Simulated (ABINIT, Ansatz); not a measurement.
## YHSe (P-6m2): G0W0 on several meshes in ABINIT

Aim: the GW shift of YHSe (P-6m2) against the k mesh.

Calculated with ABINIT 10.8.3; LDA and many-body steps on it, plane waves.

### 1. Starting point

The structure is hexagonal, space group P-6m2 (No. 187). Conventional cell: a = 3.841 Å, b = 3.841 Å, c = 3.916 Å, α = 90.00°, β = 90.00°, γ = 120.00°. Nearest to Y lie 3 H at 2.22 Å and 6 Se at 2.96 Å. H has 3 Y at 2.22 Å nearest. Se has 6 H at 2.96 Å and 6 Y at 2.96 Å nearest. Farther neighbours and most contacts between anions are not listed.

The cell and positions are those that the Materials Project relaxed with its own functionals (PBE, PBE+U or r2SCAN), kept fixed.

### 2. Empty states on the mesh, 3×3×4 mesh, 103 bands

This step: ABINIT 10.8.3; DFT, LDA, plane waves, norm-conserving pseudopotentials.

The sums over transitions need many empty states on a uniform mesh; this step solves for them.

Input file run.abi:

```
acell 3*1.0 Angstrom
rprim 
  3.840931335803 -0.000000000001 0.000000000000
  -1.920465667901 3.326344110998 0.000000000000
  0.000000000000 0.000000000000 3.915549560000
ntypat 3
znucl 39 1 34
natom 3
typat 1 2 3
xred 
  0.000000000000 0.000000000000 0.000000000000
  0.333333333333 0.666666666667 0.000000000000
  0.666666666667 0.333333333333 0.500000000000
pp_dirpath "pseudos"
pseudos "Y.upf, H.upf, Se.upf"
ecut 39
ngkpt 3 3 4
nshiftk 1
shiftk 0 0 0
kptopt 1
chksymbreak 0
iscf -2
irdden 1
istwfk *1
nband 103
nbdbuf 8
tolwfr 1e-09
nstep 60
prtvol 0
indata_prefix "in"
outdata_prefix "out"
tmpdata_prefix "tmp"
```

Run with:

```
$ OMP_NUM_THREADS=1 mpirun -n 4 abinit run.abi > log
```

Numbers of over 12 decimals in the logs are rounded to 6 here.

Output:

```text
.Version 10.8.3 of ABINIT. v10.8.2 released Aug 2026.

 Symmetries : space group P-6 m 2 (#187); Bravais hP (primitive hexag.)
[... echo of the input left out ...]
== DATASET  1 ==================================================================
-   mpi_nproc: 4, omp_nthreads: 1 (-1 if OMP is not activated)

--- !DatasetInfo
iteration_state: {dtset: 1, }
dimensions: {natom: 3, nkpt: 9, mband: 103, nsppol: 1, nspinor: 1, nspden: 1, mpw: 3939, }
cutoff_energies: {ecut:  39.0, pawecutdg:  -1.0, }
[...]
2.51356    2.54078    2.56138    2.56138    2.56932    2.56932    2.62707    2.71969
   2.77641    2.78610    2.82630    2.82630    2.87240    2.87240    2.89596    2.97653
   2.97807    2.97807    3.02377    3.03237    3.03252    3.03910    3.03968
 prteigrs : prtvol=0 or 1, do not print more k-points.

== END DATASET(S) ==============================================================
================================================================================

 -outvars: echo values of variables after computation  --------
            nband         103
             nkpt           9
          spgroup         187
 [... the other variables as echoed above ...]

 Calculation completed.
```

Elapsed: 50 s, on 4 MPI ranks of Arm Neoverse V1, shared host; peak memory 0.32 GiB; 3.3 min of CPU time.

Numbers from this step:

| Property | Result |
| --- | --- |
| gap | 1.365 eV |
| k of the valence top | 0, 0, 0.5 |
| k of the conduction bottom | 0, 0, 0 |
| least direct gap | 1.739 eV |
| k points computed | 9 |
| lowest point of the top converged band, above the valence top | 67.2625 eV |

On this mesh the gap is 1.365 eV.

The density comes from a self-consistent run that is not shown.

### 3. Screening, 3×3×4 mesh, 47 bands, screening to 114.3 eV

The RPA dielectric matrix is built and inverted for each q.

This step: RPA screening on LDA, plane waves, norm-conserving pseudopotentials.

Changes to run.abi since step 2:

```diff
@@ -21,10 +21,11 @@
 chksymbreak 0
-iscf -2
-irdden 1
 istwfk *1
-nband 103
-nbdbuf 8
-tolwfr 1e-09
-nstep 60
-prtvol 0
+occopt 1
+irdwfk 1
+optdriver 3
+nband 47
+ecuteps 4.2
+inclvkb 2
+awtr 1
+symchi 1
 indata_prefix "in"
```

Output:

```text
.Version 10.8.3 of ABINIT. v10.8.2 released Aug 2026.

 Symmetries : space group P-6 m 2 (#187); Bravais hP (primitive hexag.)
[... echo of the input left out ...]
== DATASET  1 ==================================================================
-   mpi_nproc: 4, omp_nthreads: 1 (-1 if OMP is not activated)

--- !DatasetInfo
iteration_state: {dtset: 1, }
dimensions: {natom: 3, nkpt: 9, mband: 47, nsppol: 1, nspinor: 1, nspden: 1, mpw: 3939, }
cutoff_energies: {ecut:  39.0, pawecutdg:  -1.0, }
electrons: {nelect:   2.80000000E+01, charge:   0.00000000E+00, occopt:   1.00000000E+00, tsmear:   1.00000000E-02, }

 SCREENING: Calculation of the susceptibility and dielectric matrices

 Based on a program developped by R.W. Godby, V. Olevano, G. Onida, and L. Reining.
 Incorporated in ABINIT by V. Olevano, G.-M. Rignanese, and M. Torrent.
.Using double precision arithmetic ; gwpc =  8

[... cell and pseudopotentials left out ...]
--------------------------------------------------------------------------------

 ==== K-mesh for the wavefunctions ====
 Number of points in the irreducible wedge :     9
[... list of points left out ...]
 Together with 12 symmetry operations and time-reversal symmetry
 yields    36 points in the full Brillouin Zone.

 ==== Q-mesh for the screening function ====
 Number of points in the irreducible wedge :     9
[... list of points left out ...]
 Together with 12 symmetry operations and time-reversal symmetry
 yields    36 points in the full Brillouin Zone.

 setmesh: FFT mesh size selected  =    24x   24x   27
          total number of points  =        15552

 vcoul_init : cutoff-mode = AUXILIARY_FUNCTION
 q-points for optical limit:   1
     1)      0.000010    0.000020    0.000030

- screening: taking advantage of time-reversal symmetry
- Maximum band index for partially occupied states nbvw = 14
- Remaining bands to be divided among processors   nbcw = 33
- Number of bands treated by each node ~8

 Number of electrons calculated from density =   28.0000; Expected =   28.0000
 average of density, n =  0.082940
 r_s =    1.4225
 omega_plasma =   27.7804 [eV]

 calculating chi0 at frequencies [eV] :
  1    0.000000E+00    0.000000E+00
  2    0.000000E+00    2.778037E+01

--------------------------------------------------------------------------------
  q-point number  1        q = ( 0.000000, 0.000000, 0.000000) [r.l.u.]
--------------------------------------------------------------------------------
[... chi0 elements left out ...]
 For q-point:  0.000010 0.000020 0.000030
  dielectric constant =  11.4394
  dielectric constant without local fields =  12.6372

  Average fulfillment of the sum rule on Im[epsilon] for q-point    1 :     43.40  [%]
[... wings left out ...]
  q-point number  2        q = ( 0.333333, 0.000000, 0.000000) [r.l.u.]
--------------------------------------------------------------------------------
[... chi0 elements left out ...]
  Average fulfillment of the sum rule on Im[epsilon] for q-point    2 :     54.78  [%]

 [... 7 further q-points ...]
```

The job ended after 11 s (4 MPI ranks; peak memory 0.54 GiB).

This step gave:

```yaml
eps_infinity_with_local_fields_on_this_mesh_along_the_program_s_q_direction: 11.44
the_same_without_local_fields: 12.64
plasma_frequency: 27.78 eV
plane_waves_in_the_screening_matrix: 145
```

Local fields lower ε∞ by 9 %. On a Γ-centred mesh this coarse the value itself is usually too large, while a short band sum pulls it down.

### 4. 3×3×4

The self-energy is evaluated for the states that the input lists, and the levels follow from it, in one-shot runs by the linearised quasiparticle equation.

This step: G0W0 on LDA, plane waves, norm-conserving pseudopotentials.

Changes to run.abi since step 3:

```diff
@@ -24,8 +24,17 @@
 irdwfk 1
-optdriver 3
+optdriver 4
 nband 47
+gwcalctyp 0
+ecutsigx 39
+symsigma 1
+nkptgw 2
+kptgw 
+  0.0000000000 0.0000000000 0.5000000000
+  0.0000000000 0.0000000000 0.0000000000
+bdgw 
+  12 16
+  13 17
 ecuteps 4.2
-inclvkb 2
-awtr 1
-symchi 1
+irdscr 1
+ppmodel 1
 indata_prefix "in"
```

Output:

```text
.Version 10.8.3 of ABINIT. v10.8.2 released Aug 2026.

 Symmetries : space group P-6 m 2 (#187); Bravais hP (primitive hexag.)
[... echo of the input left out ...]
== DATASET  1 ==================================================================
-   mpi_nproc: 4, omp_nthreads: 1 (-1 if OMP is not activated)

--- !DatasetInfo
iteration_state: {dtset: 1, }
dimensions: {natom: 3, nkpt: 9, mband: 47, nsppol: 1, nspinor: 1, nspden: 1, mpw: 3939, }
cutoff_energies: {ecut:  39.0, pawecutdg:  -1.0, }
electrons: {nelect:   2.80000000E+01, charge:   0.00000000E+00, occopt:   1.00000000E+00, tsmear:   1.00000000E-02, }

 SIGMA: Calculation of the GW corrections

 Based on a program developped by R.W. Godby, V. Olevano, G. Onida, and L. Reining.
 Incorporated in ABINIT by V. Olevano, G.-M. Rignanese, and M. Torrent.
.Using double precision arithmetic ; gwpc =  8

[... cell and pseudopotentials left out ...]
--------------------------------------------------------------------------------

 ==== K-mesh for the wavefunctions ====
 Number of points in the irreducible wedge :     9
[... list of points left out ...]
 Together with 12 symmetry operations and time-reversal symmetry
 yields    36 points in the full Brillouin Zone.

 ==== Q-mesh for screening function ====
 Number of points in the irreducible wedge :     9
[... list of points left out ...]
 Together with 12 symmetry operations and time-reversal symmetry
 yields    36 points in the full Brillouin Zone.

 vcoul_init : cutoff-mode = AUXILIARY_FUNCTION
 q-points for optical limit:   1
     1)      0.000010    0.000020    0.000030
 setmesh: FFT mesh size selected  =    36x   36x   45
          total number of points  =        58320

 Number of electrons calculated from density =   28.0000; Expected =   28.0000
 average of density, n =  0.082940
 r_s =    1.4225
 omega_plasma =   27.7804 [eV]

 === KS Band Gaps ===
  >>>> For spin  1
   Minimum direct gap =   1.7387 [eV], located at k-point      :   0.0000  0.0000  0.5000
   Fundamental gap    =   1.3651 [eV], Top of valence bands at :   0.0000  0.0000  0.5000
                                       Bottom of conduction at :   0.0000  0.0000  0.0000
 SIGMA fundamental parameters:
 PLASMON POLE MODEL  1
 number of plane-waves for SigmaX                 3927
 number of plane-waves for SigmaC and W            145
 number of plane-waves for wavefunctions          3927
 number of bands                                    47
 number of independent spin polarizations            1
 number of spinorial components                      1
 number of k-points in IBZ                           9
 number of q-points in IBZ                           9
 number of symmetry operations                      12
 number of k-points in BZ                           36
 number of q-points in BZ                           36
 number of frequencies for dSigma/dE                 9
 frequency step for dSigma/dE [eV]                0.25
 number of omega for Sigma on real axis              0
 max omega for Sigma on real axis  [eV]           0.00
 zcut for avoiding poles [eV]                     0.10

 EPSILON^-1 parameters (SCR file):
 dimension of the eps^-1 matrix on file            145
 dimension of the eps^-1 matrix used               145
 number of plane-waves for wavefunctions          3927
 number of bands                                    47
 number of q-points in IBZ                           9
 number of frequencies                               2
 number of real frequencies                          1
 number of imag frequencies                          1

 matrix elements of self-energy operator (all in [eV])

 Perturbative Calculation

--- !SelfEnergy_ee
iteration_state: {dtset: 1, }
kpoint     : [   0.000,    0.000,    0.500, ]
spin       : 1
KS_gap     :    1.739
QP_gap     :    3.274
Delta_QP_KS:    1.535
data: !SigmaeeData |
     Band     E0 <VxcDFT>   SigX SigC(E0)      Z dSigC/dE  Sig(E)    E-E0       E
       12   5.620 -13.935 -16.856   2.404   0.800  -0.250 -14.348  -0.413   5.207
       13   5.620 -13.935 -16.856   2.404   0.800  -0.250 -14.348  -0.413   5.207
       14   6.764 -13.307 -15.813   2.138   0.801  -0.249 -13.602  -0.295   6.469
       15   8.503 -12.347  -7.138  -3.683   0.813  -0.231 -11.107   1.240   9.743
       16   8.503 -12.347  -7.138  -3.683   0.813  -0.231 -11.107   1.240   9.743

--- !SelfEnergy_ee
iteration_state: {dtset: 1, }
kpoint     : [   0.000,    0.000,    0.000, ]
spin       : 1
KS_gap     :    2.927
QP_gap     :    4.180
Delta_QP_KS:    1.252
data: !SigmaeeData |
     Band     E0 <VxcDFT>   SigX SigC(E0)      Z dSigC/dE  Sig(E)    E-E0       E
       13   5.202 -13.422 -16.191   2.354   0.799  -0.252 -13.754  -0.332   4.870
       14   5.202 -13.422 -16.191   2.354   0.799  -0.252 -13.754  -0.332   4.870
       15   8.129 -11.520  -6.731  -3.661   0.816  -0.225 -10.600   0.920   9.050
       16  10.502 -13.530  -8.376  -3.846   0.804  -0.244 -12.479   1.051  11.554
       17  10.502 -13.530  -8.376  -3.846   0.804  -0.244 -12.479   1.051  11.554

== END DATASET(S) ==============================================================
================================================================================

 -outvars: echo values of variables after computation  --------
           etotal      0.0000000000E+00
            nband          47
             nkpt           9
          spgroup         187
 [... the other variables as echoed above ...]

 Calculation completed.
```

Elapsed: 4.7 s, on 4 MPI ranks; peak memory 0.53 GiB.

This step gave:

```
G0W0 gap on the points computed              : 2.581 eV
starting gap on the mesh                     : 1.365 eV
k of the valence top                         : 0, 0, 0.5
k of the conduction bottom                   : 0, 0, 0
Z at the valence top                         : 0.801
Z at the conduction bottom                   : 0.816
least direct G0W0 gap on the computed points : 3.274 eV
```

The gap on the mesh goes from 1.36 eV to 2.58 eV, a correction of +1.22 eV.

### 5. Empty states on the mesh, 3×3×2 mesh, 51 bands

This step: DFT, LDA, plane waves, norm-conserving pseudopotentials.

Changes to run.abi since step 4:

```diff
@@ -16,3 +16,3 @@
 ecut 39
-ngkpt 3 3 4
+ngkpt 3 3 2
 nshiftk 1
@@ -21,20 +21,10 @@
 chksymbreak 0
+iscf -2
+irdden 1
 istwfk *1
-occopt 1
-irdwfk 1
-optdriver 4
-nband 47
-gwcalctyp 0
-ecutsigx 39
-symsigma 1
-nkptgw 2
-kptgw 
-  0.0000000000 0.0000000000 0.5000000000
-  0.0000000000 0.0000000000 0.0000000000
-bdgw 
-  12 16
-  13 17
-ecuteps 4.2
-irdscr 1
-ppmodel 1
+nband 51
+nbdbuf 4
+tolwfr 1e-09
+nstep 60
+prtvol 0
 indata_prefix "in"
```

Output:

```text
.Version 10.8.3 of ABINIT. v10.8.2 released Aug 2026.

 Symmetries : space group P-6 m 2 (#187); Bravais hP (primitive hexag.)
[... echo of the input left out ...]
== DATASET  1 ==================================================================
-   mpi_nproc: 4, omp_nthreads: 1 (-1 if OMP is not activated)

--- !DatasetInfo
iteration_state: {dtset: 1, }
dimensions: {natom: 3, nkpt: 6, mband: 51, nsppol: 1, nspinor: 1, nspden: 1, mpw: 3936, }
cutoff_energies: {ecut:  39.0, pawecutdg:  -1.0, }
[...]
1.15366    1.15366    1.17010    1.24545    1.26215    1.31385    1.31385    1.36478
   1.39883    1.39883    1.49740    1.49740    1.56054    1.56800    1.58507    1.58507
   1.58562    1.67451    1.72271
 prteigrs : prtvol=0 or 1, do not print more k-points.

== END DATASET(S) ==============================================================
================================================================================

 -outvars: echo values of variables after computation  --------
            nband          51
             nkpt           6
          spgroup         187
 [... the other variables as echoed above ...]

 Calculation completed.
```

Elapsed: 15 s, on 4 MPI ranks; peak memory 0.28 GiB.

Numbers from this step:

| Quantity | Value |
| --- | --- |
| gap | 1.365 eV |
| k of the valence top | 0, 0, 0.5 |
| k of the conduction bottom | 0, 0, 0 |
| least direct gap | 1.739 eV |
| k points computed | 6 |
| lowest point of the top converged band, above the valence top | 33.48 eV |

On this mesh the gap is 1.365 eV.

### 6. Screening, 3×3×2 mesh, 47 bands, screening to 114.3 eV

This step: RPA screening on LDA, plane waves, norm-conserving pseudopotentials.

Changes to run.abi since step 5:

```diff
@@ -21,10 +21,11 @@
 chksymbreak 0
-iscf -2
-irdden 1
 istwfk *1
-nband 51
-nbdbuf 4
-tolwfr 1e-09
-nstep 60
-prtvol 0
+occopt 1
+irdwfk 1
+optdriver 3
+nband 47
+ecuteps 4.2
+inclvkb 2
+awtr 1
+symchi 1
 indata_prefix "in"
```

Output:

```text
.Version 10.8.3 of ABINIT. v10.8.2 released Aug 2026.

 Symmetries : space group P-6 m 2 (#187); Bravais hP (primitive hexag.)
[... echo of the input left out ...]
== DATASET  1 ==================================================================
-   mpi_nproc: 4, omp_nthreads: 1 (-1 if OMP is not activated)

--- !DatasetInfo
iteration_state: {dtset: 1, }
dimensions: {natom: 3, nkpt: 6, mband: 47, nsppol: 1, nspinor: 1, nspden: 1, mpw: 3936, }
cutoff_energies: {ecut:  39.0, pawecutdg:  -1.0, }
electrons: {nelect:   2.80000000E+01, charge:   0.00000000E+00, occopt:   1.00000000E+00, tsmear:   1.00000000E-02, }

 SCREENING: Calculation of the susceptibility and dielectric matrices

 Based on a program developped by R.W. Godby, V. Olevano, G. Onida, and L. Reining.
 Incorporated in ABINIT by V. Olevano, G.-M. Rignanese, and M. Torrent.
.Using double precision arithmetic ; gwpc =  8

[... cell and pseudopotentials left out ...]
--------------------------------------------------------------------------------

 ==== K-mesh for the wavefunctions ====
 Number of points in the irreducible wedge :     6
[... list of points left out ...]
 Together with 12 symmetry operations and time-reversal symmetry
 yields    18 points in the full Brillouin Zone.

 ==== Q-mesh for the screening function ====
 Number of points in the irreducible wedge :     6
[... list of points left out ...]
 Together with 12 symmetry operations and time-reversal symmetry
 yields    18 points in the full Brillouin Zone.

 setmesh: FFT mesh size selected  =    24x   24x   27
          total number of points  =        15552

 vcoul_init : cutoff-mode = AUXILIARY_FUNCTION
 q-points for optical limit:   1
     1)      0.000010    0.000020    0.000030

- screening: taking advantage of time-reversal symmetry
- Maximum band index for partially occupied states nbvw = 14
- Remaining bands to be divided among processors   nbcw = 33
- Number of bands treated by each node ~8

 Number of electrons calculated from density =   28.0000; Expected =   28.0000
 average of density, n =  0.082940
 r_s =    1.4225
 omega_plasma =   27.7804 [eV]

 calculating chi0 at frequencies [eV] :
  1    0.000000E+00    0.000000E+00
  2    0.000000E+00    2.778037E+01

--------------------------------------------------------------------------------
  q-point number  1        q = ( 0.000000, 0.000000, 0.000000) [r.l.u.]
--------------------------------------------------------------------------------
[... chi0 elements left out ...]
 For q-point:  0.000010 0.000020 0.000030
  dielectric constant =  14.2726
  dielectric constant without local fields =  15.7966

  Average fulfillment of the sum rule on Im[epsilon] for q-point    1 :     43.33  [%]
[... wings left out ...]
  q-point number  2        q = ( 0.333333, 0.000000, 0.000000) [r.l.u.]
--------------------------------------------------------------------------------
[... chi0 elements left out ...]
  Average fulfillment of the sum rule on Im[epsilon] for q-point    2 :     54.76  [%]

 [... 4 further q-points ...]
```

The job ended after 6.4 s (4 MPI ranks; peak memory 0.45 GiB; 24 s of CPU time).

This step gave:

```yaml
eps_infinity_with_local_fields_on_this_mesh_along_the_program_s_q_direction: 14.27
the_same_without_local_fields: 15.80
plasma_frequency: 27.78 eV
plane_waves_in_the_screening_matrix: 145
```

(Part 1 of 2 ends here.)

[Paths, hosts, dates, memory and timing lines, banners, echoed tables and standing remarks are left out of the program output.]

[Logs are printed without paths, hosts, clocks, repeated set-up lines and the standing remarks that a program may print on its own settings, such as how far it seeks lower states.]

[Runs of the session that timed out or met a known fault of the program may be left out.]

[No measured gap is set beside runs whose start may be inverted or whose files or cutoffs have a known fault.]

[Hosts, paths, dates, database ids (printed as entryN), source tags and the programs' standing remarks are cut or masked in the printed files.]

[G0W0 gaps are taken among the corrected bands and points alone; a level outside them can change the order at an edge.]

[Where Ansatz stands beside ABINIT at settings called matched, ABINIT's density can come from a denser mesh and the files from another edition; pairs whose starting gaps differed by over 0.03 eV were left out, so agreement reads better than it is.]
